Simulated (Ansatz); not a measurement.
Rows from a G0W0 calculation on CsPbBr3 (Pm-3m) (Ansatz 0.2.0; G0W0 on PBE, plane waves, PAW; PAW set soft_1; 4×4×4 mesh, 878 empty bands, screening to 150 eV, PAW set soft_1 files), in eV. Spin-orbit coupling is left out.

```csv
row,Σx,Σc,Vxc,Z
A,-19.15,0.70,-17.58,0.77
B,-7.99,-3.29,-11.55,0.79
C,-19.52,2.55,-15.71,0.74
```

Which rows are filled states and which are empty ones, and how can one tell?

Filled: A and C. Empty: B. The sign of Σc tells: for a filled state bare exchange, which holds its interaction with itself, lies below Vxc (Σx − Vxc is -1.6 eV or lower here) and screening gives part back as a positive Σc. For an empty state Σx lies above Vxc (+3.6 eV or more) and the Coulomb hole leaves Σc negative.

[Paths, hosts, dates, memory and timing lines, banners, echoed tables and standing remarks are left out of the program output.]

[Logs are printed without paths, hosts, clocks, repeated set-up lines and the standing remarks that a program may print on its own settings, such as how far it seeks lower states.]

[Runs of the session that timed out or met a known fault of the program may be left out.]

[Cells called generated may have been cut or substituted from an entry of the Crystallography Open Database or the Materials Project.]

[Hosts, paths, dates, database ids (printed as entryN), source tags and the programs' standing remarks are cut or masked in the printed files.]
